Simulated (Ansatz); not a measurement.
# Pt(111) with 4 thermally displaced layers, 2x2: scattering by thermal displacements, part 2 of 2

Aim: the resistivity of Pt at 500 K from frozen thermal displacements between perfect leads. The measured value for the pure metal at this temperature is 18.3 µΩ cm (CRC Handbook of Chemistry and Physics, 84th ed., 2003, Electrical Resistivity of Pure Metals).

Ansatz 0.2.0; Ansatz plane-wave DFT, PBE, PAW files; ballistic transport by layer matching (Landauer), zero bias; PAW set soft_1.

So far, open channels per spin nearest the Fermi level: step 2 (with 4 displaced layers) 6.89.

## (3) With 8 displaced layers

Each atom of 8 layers is moved at random, by amounts drawn from a normal law 0.0807 Å wide in each direction from the Debye model (240 K) at 500 K. A fresh draw is used; the growth of the resistance with length is what counts.

System of this step: Pt(111) with 8 thermally displaced layers, 2x2. The cell holds 56 atoms: 56 Pt. Its edges and angles: a = 5.546 Å, b = 5.546 Å, c = 31.740 Å, α = 87.5°, β = 92.5°, γ = 120.0°. It derives from Pt. Regions: lead, 24 atoms (24 Pt); scattering region, 32 atoms (32 Pt). The structure is stacked along c, and the current runs across the ab planes.

Input file input.yaml:

```yaml
crystal:
  lattice:
    - [5.5462627489, 0.0, 0.0]
    - [-2.7731313745, 4.8032044366, 0.0]
    - [-1.3865656872, 0.8005340728, 31.6995319999]
  atoms:
    - { symbol: Pt, position: [0.005952381, 0.994047619, 0.0357142857] }
    - { symbol: Pt, position: [0.005952381, 0.494047619, 0.0357142857] }
    - { symbol: Pt, position: [0.505952381, 0.994047619, 0.0357142857] }
    - { symbol: Pt, position: [0.505952381, 0.494047619, 0.0357142857] }
    - { symbol: Pt, position: [0.1845238095, 0.3154761905, 0.1071428571] }
    - { symbol: Pt, position: [0.1845238095, 0.8154761905, 0.1071428571] }
    - { symbol: Pt, position: [0.6845238095, 0.3154761905, 0.1071428571] }
    - { symbol: Pt, position: [0.6845238095, 0.8154761905, 0.1071428571] }
    - { symbol: Pt, position: [0.3630952381, 0.1369047619, 0.1785714286] }
    - { symbol: Pt, position: [0.3630952381, 0.6369047619, 0.1785714286] }
    - { symbol: Pt, position: [0.8630952381, 0.1369047619, 0.1785714286] }
    - { symbol: Pt, position: [0.8630952381, 0.6369047619, 0.1785714286] }
    - { symbol: Pt, position: [0.0410792974, 0.9677628446, 0.2490320075] }
    - { symbol: Pt, position: [0.0560564103, 0.4750271743, 0.248614356] }
    - { symbol: Pt, position: [0.5736757158, 0.9851326276, 0.2527479079] }
    - { symbol: Pt, position: [0.5688037756, 0.4758100236, 0.2557414289] }
    - { symbol: Pt, position: [0.2232168089, 0.2795409517, 0.3229644498] }
    - { symbol: Pt, position: [0.1935929516, 0.7540323899, 0.3191824422] }
    - { symbol: Pt, position: [0.7289839772, 0.288364483, 0.3175160669] }
    - { symbol: Pt, position: [0.6900876464, 0.7745283956, 0.3209496651] }
    - { symbol: Pt, position: [0.4042566755, 0.111952344, 0.3959865027] }
    - { symbol: Pt, position: [0.4068540209, 0.6119525629, 0.3900680926] }
    - { symbol: Pt, position: [0.8839555716, 0.1048787711, 0.3945497797] }
    - { symbol: Pt, position: [0.9146939234, 0.6108197182, 0.3948541265] }
    - { symbol: Pt, position: [0.07413218, 0.8934820936, 0.4624160813] }
    - { symbol: Pt, position: [0.0883781162, 0.433288955, 0.4604350065] }
    - { symbol: Pt, position: [0.5906686355, 0.9153423538, 0.4636938194] }
    - { symbol: Pt, position: [0.5870576102, 0.435826252, 0.460636126] }
    - { symbol: Pt, position: [0.2706830054, 0.2456738319, 0.5337513253] }
    - { symbol: Pt, position: [0.2333024555, 0.7075856296, 0.5340650547] }
    - { symbol: Pt, position: [0.75250245, 0.2322699977, 0.5348789653] }
    - { symbol: Pt, position: [0.7546559995, 0.7444275514, 0.538313448] }
    - { symbol: Pt, position: [0.4322054598, 0.0608783519, 0.6085145758] }
    - { symbol: Pt, position: [0.4620865796, 0.5594980337, 0.6084489294] }
    - { symbol: Pt, position: [0.9231525694, 0.0878097182, 0.608822049] }
    - { symbol: Pt, position: [0.9529839042, 0.5649261861, 0.6044872139] }
    - { symbol: Pt, position: [0.131956707, 0.8999372205, 0.6763634197] }
    - { symbol: Pt, position: [0.0953580308, 0.3945259624, 0.6781349602] }
    - { symbol: Pt, position: [0.6457294387, 0.8768056092, 0.6772253873] }
    - { symbol: Pt, position: [0.5971135867, 0.3592979032, 0.6763072718] }
    - { symbol: Pt, position: [0.314238264, 0.2063835258, 0.7484506723] }
    - { symbol: Pt, position: [0.2783115127, 0.7178099697, 0.7516764266] }
    - { symbol: Pt, position: [0.7922584554, 0.2016624396, 0.7507780858] }
    - { symbol: Pt, position: [0.7917631352, 0.6966257284, 0.7515848374] }
    - { symbol: Pt, position: [0.4702380952, 0.0297619048, 0.8214285714] }
    - { symbol: Pt, position: [0.4702380952, 0.5297619048, 0.8214285714] }
    - { symbol: Pt, position: [0.9702380952, 0.0297619048, 0.8214285714] }
    - { symbol: Pt, position: [0.9702380952, 0.5297619048, 0.8214285714] }
    - { symbol: Pt, position: [0.1488095238, 0.8511904762, 0.8928571429] }
    - { symbol: Pt, position: [0.1488095238, 0.3511904762, 0.8928571429] }
    - { symbol: Pt, position: [0.6488095238, 0.8511904762, 0.8928571429] }
    - { symbol: Pt, position: [0.6488095238, 0.3511904762, 0.8928571429] }
    - { symbol: Pt, position: [0.3273809524, 0.1726190476, 0.9642857143] }
    - { symbol: Pt, position: [0.3273809524, 0.6726190476, 0.9642857143] }
    - { symbol: Pt, position: [0.8273809524, 0.1726190476, 0.9642857143] }
    - { symbol: Pt, position: [0.8273809524, 0.6726190476, 0.9642857143] }
kpoints:
  mp_grid: { grid: [5, 5, 1] }
hamiltonian:
  xc: pbe
  pseudopotentials: { kind: paw, azcp: { folder: soft_1 } }
scf:
  occupations: { method: fermi_dirac, width: 0.1 }
output:
  transmission:
    leads: [[0, 4]]
    kmesh: [10, 10]
    e_range: [-0.05, 0.05]
    de: 0.05
  write_potential: true
  write_density: true
  volumetric_format: npy
```

On the command line:

```sh
ansatz run input.yaml --threads 4 --pin off --max-ram 15360MiB --backend cpu --events-out ev --progress --plain --runs-dir out
```

Numbers of over 12 decimals in the logs are rounded to 6 here.

Log:

```text
[...]
Crystal: 56 atoms, lattice volume = 844.470 Å³
Basis set: ecut = 420 eV, 16521 PW (Γ)
Bands: 605, of which v1, the nominal top of the filled ones, is band 504 counted from 1 (503 counted from 0)
Symmetry: 1 space group operations
[...]
k-points: 13 of 25 (time reversal used)
[...]
SCF iter   1: F=—  HF=-701398.420681 eV  |F-HF|=—  |Δ(HF+E_count)|=         —  Δρ=8.54e-2  dr2=6.00e1  ethr=3.10e-3  ⟨swp⟩=4.2  Hψ=22978  notcnv=0  defer=364
[...]
SCF iter   9: F=-701380.208516 eV  HF=-701380.208516 eV  |F-HF|=5.98e-8  |Δ(HF+E_count)|=   5.70e-8  Δρ=1.39e-6  dr2=6.69e-8  ethr=9.92e-12  ⟨swp⟩=8.0  Hψ=24719  notcnv=0
SCF 1 converged in 9 iterations: F = -701380.208516 eV  dr2 = 6.69e-8
[...]
transmission: 303 of 3016 steps passed
transmission: 605 of 3016 steps passed
[...]
transmission: 3016 of 3016 steps passed
SCF converged after 9 iterations
Free energy (F): -701380.208516 eV
[...]
Internal energy: -701377.096688 eV  (E = F + TS)
E sigma→0 (E₀):  -701378.652602 eV
Entropy (-TS):   -3.111828 eV (-55.568 meV/atom)
Fermi energy:    23.437535 eV
[...]
--- Band table (eV; the first three rows and the last of 13) ---
  k-point 0: bands = [... 500 lower, 23.6162, 23.6180, 23.6422, 23.6447, 23.6638, 23.6800, 23.6820, 23.7038, ... 97 higher]
  k-point 1: bands = [... 500 lower, 23.4229, 23.4358, 23.4483, 23.4597, 23.4834, 23.4925, 23.5220, 23.5300, ... 97 higher]
  k-point 2: bands = [... 500 lower, 23.4138, 23.4455, 23.4506, 23.4748, 23.4819, 23.5002, 23.5211, 23.5381, ... 97 higher]
  k-point 12: bands = [... 500 lower, 23.3310, 23.3701, 23.3842, 23.4005, 23.4225, 23.4328, 23.4592, 23.4839, ... 97 higher]
--- Transmission ---
  basis      : 241 plane waves across, 58 finite elements along
  points     : 52, standing for a mesh of 10 x 10
[...]
channels       : 6.890000e0 a spin
[...]
junction   : crystal 0 to crystal 0, 0.70 to 30.13 Å
    transmission   : 4.278798e0 a spin
[...]
```

It took 18 min on 4 threads of Arm Neoverse V1, shared host; peak memory 9.5 GiB.

Numbers from this step:

```yaml
free_energy: -701380.2085 eV
energy_at_zero_smearing: -701378.6526 eV
fermi_energy: 23.44 eV
transmission_per_spin_nearest_the_fermi_level: 4.279
step_of_the_lead_s_potential: 6.1 meV
```

Per spin. Transmission, zone mean against energy, zero at the Fermi level:

```csv
energy (eV),"transmission, zone mean"
-0.0500,4.47
0.0000,4.28
0.0500,4.11
```

Over the solved energies the transmission per spin lies between 4.11 and 4.47, out of 6.75 channels of the lead on average (up to 7.16).

## (4) With 12 displaced layers

Each atom of 12 layers is moved at random, by amounts drawn from a normal law 0.0807 Å wide in each direction from the Debye model (240 K) at 500 K. A fresh draw is used; the growth of the resistance with length is what counts.

System of this step: Pt(111) with 12 thermally displaced layers, 2x2. The cell holds 72 atoms: 72 Pt. Its edges and angles: a = 5.546 Å, b = 5.546 Å, c = 40.757 Å, α = 90.0°, β = 90.0°, γ = 120.0°. It derives from Pt. Regions: lead, 24 atoms (24 Pt); scattering region, 48 atoms (48 Pt). The structure is stacked along c, and the current runs across the ab planes.

Input file input.yaml:

```yaml
crystal:
  lattice:
    - [5.5462627489, 0.0, 0.0]
    - [-2.7731313745, 4.8032044366, 0.0]
    - [0.0, 0.0, 40.7565411427]
  atoms:
    - { symbol: Pt, position: [0.0, 0.0, 0.0277777778] }
    - { symbol: Pt, position: [0.0, 0.5, 0.0277777778] }
    - { symbol: Pt, position: [0.5, 0.0, 0.0277777778] }
    - { symbol: Pt, position: [0.5, 0.5, 0.0277777778] }
    - { symbol: Pt, position: [0.1666666667, 0.3333333333, 0.0833333333] }
    - { symbol: Pt, position: [0.1666666667, 0.8333333333, 0.0833333333] }
    - { symbol: Pt, position: [0.6666666667, 0.3333333333, 0.0833333333] }
    - { symbol: Pt, position: [0.6666666667, 0.8333333333, 0.0833333333] }
    - { symbol: Pt, position: [0.3333333333, 0.1666666667, 0.1388888889] }
    - { symbol: Pt, position: [0.3333333333, 0.6666666667, 0.1388888889] }
    - { symbol: Pt, position: [0.8333333333, 0.1666666667, 0.1388888889] }
    - { symbol: Pt, position: [0.8333333333, 0.6666666667, 0.1388888889] }
    - { symbol: Pt, position: [0.9583786446, 0.9783356541, 0.193842477] }
    - { symbol: Pt, position: [0.988636938, 0.4804323021, 0.1950955426] }
    - { symbol: Pt, position: [0.5191547674, 0.00758068, 0.1948891685] }
    - { symbol: Pt, position: [0.515453797, 0.5067974462, 0.1921817296] }
    - { symbol: Pt, position: [0.1745698571, 0.355036369, 0.2477469875] }
    - { symbol: Pt, position: [0.1643034471, 0.8267934221, 0.2482213141] }
    - { symbol: Pt, position: [0.6527927113, 0.335031172, 0.2506246119] }
    - { symbol: Pt, position: [0.659012802, 0.8090300155, 0.2494280921] }
    - { symbol: Pt, position: [0.3463216924, 0.1825794369, 0.3068875895] }
    - { symbol: Pt, position: [0.3546572871, 0.6851059811, 0.307187494] }
    - { symbol: Pt, position: [0.8219557202, 0.1676421444, 0.304143045] }
    - { symbol: Pt, position: [0.7845456259, 0.6384163633, 0.3096930674] }
    - { symbol: Pt, position: [0.9648964257, 0.9623175034, 0.3599527015] }
    - { symbol: Pt, position: [0.0217501732, 0.4992444065, 0.3619194] }
    - { symbol: Pt, position: [0.4953661077, 0.9986011897, 0.363619955] }
    - { symbol: Pt, position: [0.5108609217, 0.4985503907, 0.362877139] }
    - { symbol: Pt, position: [0.180463884, 0.3296498625, 0.4172014217] }
    - { symbol: Pt, position: [0.1647495219, 0.8221014392, 0.4189462085] }
    - { symbol: Pt, position: [0.6590295799, 0.3229220607, 0.4133474251] }
    - { symbol: Pt, position: [0.6610673511, 0.85897076, 0.414408548] }
    - { symbol: Pt, position: [0.3365002695, 0.1604961304, 0.4732350069] }
    - { symbol: Pt, position: [0.3355764013, 0.6536198338, 0.4716441266] }
    - { symbol: Pt, position: [0.8357420585, 0.1685918433, 0.4721657529] }
    - { symbol: Pt, position: [0.8340628676, 0.6772449954, 0.4748310009] }
    - { symbol: Pt, position: [0.0016474199, 0.9875606521, 0.5285620316] }
    - { symbol: Pt, position: [0.0047686171, 0.5077584823, 0.5314318505] }
    - { symbol: Pt, position: [0.4967892366, 0.9998066892, 0.5260216382] }
    - { symbol: Pt, position: [0.4910115423, 0.4904344262, 0.5309465574] }
    - { symbol: Pt, position: [0.1662849958, 0.3237212451, 0.5871550245] }
    - { symbol: Pt, position: [0.1545729825, 0.8478083504, 0.5853462038] }
    - { symbol: Pt, position: [0.6728259385, 0.328944211, 0.5830770413] }
    - { symbol: Pt, position: [0.668273342, 0.8465446958, 0.5787204463] }
    - { symbol: Pt, position: [0.3271690054, 0.1692203566, 0.6377377771] }
    - { symbol: Pt, position: [0.3048375648, 0.6625855015, 0.6373931332] }
    - { symbol: Pt, position: [0.8567242059, 0.1901524968, 0.63902631] }
    - { symbol: Pt, position: [0.8035332925, 0.6633693249, 0.6370584735] }
    - { symbol: Pt, position: [0.0241407534, 0.0284279236, 0.6950731707] }
    - { symbol: Pt, position: [0.0423506079, 0.5254547743, 0.6958240575] }
    - { symbol: Pt, position: [0.4892343823, 0.0035107298, 0.6917919185] }
    - { symbol: Pt, position: [0.5187582769, 0.504012323, 0.6974132432] }
    - { symbol: Pt, position: [0.1576211548, 0.3030092645, 0.7515601453] }
    - { symbol: Pt, position: [0.1975093895, 0.8637403724, 0.7483643316] }
    - { symbol: Pt, position: [0.6571576561, 0.3368948299, 0.7482004855] }
    - { symbol: Pt, position: [0.640733668, 0.8173232824, 0.7554066739] }
    - { symbol: Pt, position: [0.3185767383, 0.1516914036, 0.8048983683] }
    - { symbol: Pt, position: [0.3467139203, 0.690150916, 0.8076354416] }
    - { symbol: Pt, position: [0.8475555689, 0.1691400436, 0.8060687044] }
    - { symbol: Pt, position: [0.8137284653, 0.6430657635, 0.8097929557] }
    - { symbol: Pt, position: [0.0, 0.0, 0.8611111111] }
    - { symbol: Pt, position: [0.0, 0.5, 0.8611111111] }
    - { symbol: Pt, position: [0.5, 0.0, 0.8611111111] }
    - { symbol: Pt, position: [0.5, 0.5, 0.8611111111] }
    - { symbol: Pt, position: [0.1666666667, 0.3333333333, 0.9166666667] }
    - { symbol: Pt, position: [0.1666666667, 0.8333333333, 0.9166666667] }
    - { symbol: Pt, position: [0.6666666667, 0.3333333333, 0.9166666667] }
    - { symbol: Pt, position: [0.6666666667, 0.8333333333, 0.9166666667] }
    - { symbol: Pt, position: [0.3333333333, 0.1666666667, 0.9722222222] }
    - { symbol: Pt, position: [0.3333333333, 0.6666666667, 0.9722222222] }
    - { symbol: Pt, position: [0.8333333333, 0.1666666667, 0.9722222222] }
    - { symbol: Pt, position: [0.8333333333, 0.6666666667, 0.9722222222] }
kpoints:
  mp_grid: { grid: [5, 5, 1] }
hamiltonian:
  xc: pbe
  pseudopotentials: { kind: paw, azcp: { folder: soft_1 } }
scf:
  occupations: { method: fermi_dirac, width: 0.1 }
output:
  transmission:
    leads: [[0, 4]]
    kmesh: [10, 10]
    e_range: [-0.05, 0.05]
    de: 0.05
  write_potential: true
  write_density: true
  volumetric_format: npy
```

Log:

```text
[...]
Crystal: 72 atoms, lattice volume = 1085.747 Å³
Basis set: ecut = 420 eV, 21305 PW (Γ)
Bands: 778, of which v1, the nominal top of the filled ones, is band 648 counted from 1 (647 counted from 0)
Symmetry: 1 space group operations
[...]
k-points: 13 of 25 (time reversal used)
[...]
SCF iter   1: F=—  HF=-901796.151622 eV  |F-HF|=—  |Δ(HF+E_count)|=         —  Δρ=8.56e-2  dr2=7.62e1  ethr=3.10e-3  ⟨swp⟩=4.4  Hψ=29615  notcnv=0  defer=483
[...]
SCF iter   9: F=-901772.750689 eV  HF=-901772.750689 eV  |F-HF|=4.73e-8  |Δ(HF+E_count)|=   4.87e-8  Δρ=1.42e-6  dr2=5.81e-8  ethr=7.72e-12  ⟨swp⟩=8.1  Hψ=32321  notcnv=0
SCF 1 converged in 9 iterations: F = -901772.750689 eV  dr2 = 5.81e-8
[...]
transmission: 391 of 3900 steps passed
transmission: 781 of 3900 steps passed
[...]
transmission: 3900 of 3900 steps passed
SCF converged after 9 iterations
Free energy (F): -901772.750689 eV
[...]
Internal energy: -901768.750584 eV  (E = F + TS)
E sigma→0 (E₀):  -901770.750637 eV
Entropy (-TS):   -4.000105 eV (-55.557 meV/atom)
Fermi energy:    23.444203 eV
[...]
--- Band table (eV; the first three rows and the last of 13) ---
  k-point 0: bands = [... 644 lower, 23.6214, 23.6223, 23.6391, 23.6471, 23.6523, 23.6682, 23.6701, 23.6906, ... 126 higher]
  k-point 1: bands = [... 644 lower, 23.4367, 23.4438, 23.4557, 23.4677, 23.4907, 23.4936, 23.5202, 23.5380, ... 126 higher]
  k-point 2: bands = [... 644 lower, 23.4210, 23.4467, 23.4733, 23.4852, 23.5098, 23.5195, 23.5256, 23.5364, ... 126 higher]
  k-point 12: bands = [... 644 lower, 23.3655, 23.3949, 23.4164, 23.4286, 23.4377, 23.4422, 23.4546, 23.4655, ... 126 higher]
--- Transmission ---
  basis      : 241 plane waves across, 75 finite elements along
  points     : 52, standing for a mesh of 10 x 10
[...]
channels       : 6.890000e0 a spin
[...]
junction   : crystal 0 to crystal 0, 0.70 to 39.19 Å
    transmission   : 3.304132e0 a spin
[...]
```

Wall time 29 min (4 threads); peak memory 8.4 GiB.

Numbers from this step:

| Item | Value |
| --- | --- |
| free energy | -901772.7507 eV |
| energy at zero smearing | -901770.7506 eV |
| transmission per spin nearest the Fermi level | 3.304 |
| step of the lead's potential | 16.4 meV |

Per spin. The transmission, zone mean by energy, zero at the Fermi level:

```csv
energy (eV),"transmission, zone mean"
-0.0500,3.40
0.0000,3.30
0.0500,3.28
```

Over the solved energies the transmission per spin lies between 3.28 and 3.40, out of 6.71 channels of the lead on average (up to 7.04).

## (5) The fit

This step: Ansatz plane-wave DFT, PBE, PAW files; ballistic transport by layer matching (Landauer), zero bias; resistivity from the slope of the area resistance; PAW set soft_1 (Ansatz 0.2.0).

Numbers from this step:

| Quantity | Value |
| --- | --- |
| resistivity | 20.37 µΩ cm |
| intercept | -0.04675 fΩ m² |
| scatter about the fit | 0.02057 fΩ m² |

Resistance, by row:

```csv
run,length (Å),T,channels N,RA (fΩ m²)
n4,9.057,5.199,6.753,0.1523
n8,18.11,4.286,6.753,0.2931
n12,27.17,3.327,6.713,0.5212
```

Table of area resistance by length of the displaced region:

```csv
length of the displaced region (Å),area resistance (fΩ m²)
9.06,0.152
18.11,0.293
27.17,0.521
```

The area resistance goes from 0.15 to 0.52 fΩ m² between 9.1 and 27.2 Å, a slope of 20 µΩ cm.

By hand from the end points: (0.5212 − 0.1523) fΩ m² / (27.17 − 9.06) Å = 20 µΩ cm, since 1 fΩ m² per Å is 1000 µΩ cm.

## (6) What came out

| Item | Value |
| --- | --- |
| resistivity from the slope | 20.4 µΩ cm |
| area resistance over 9.06 Å | 0.152 fΩ m² |
| area resistance over 18.1 Å | 0.293 fΩ m² |
| area resistance over 27.2 Å | 0.521 fΩ m² |

What this shows: The slope gives 20 µΩ cm. The points scatter by 0.021 fΩ m² about the line, with one random draw a length in a 2x2 cell, so the slope is a rough value. The mean square of the displacements drawn is 0.78, 0.91 and 1.0 of the nominal one at the three lengths; with each resistance scaled back by that, the slope is 17 µΩ cm, the value used below. Read with a model of isotropic scattering on a spherical Fermi surface and the lead's 2.0×10¹⁵ S/m², this slope means a mean free path near 23 Å; over these lengths the model's slope is 1.03 times its bulk resistivity, which would be 17 µΩ cm. Uncorrelated displacements put too much weight on short waves, which scatter strongly; with the sideways repeat of a small cell, one draw and three short lengths, the method is good to a factor of two or three. The measured value is 18.3 µΩ cm (CRC Handbook of Chemistry and Physics, 84th ed., 2003, Electrical Resistivity of Pure Metals); the scaled slope is 0.95 times that and the corrected value 0.92: fair for so small a cell. Spin-orbit coupling is left out, which matters for Pt.

[Logs are printed without paths, hosts, clocks, repeated set-up lines and the standing remarks that a program may print on its own settings, such as how far it seeks lower states.]

[Hosts, paths, dates, database ids (printed as entryN), source tags and the programs' standing remarks are cut or masked in the printed files.]
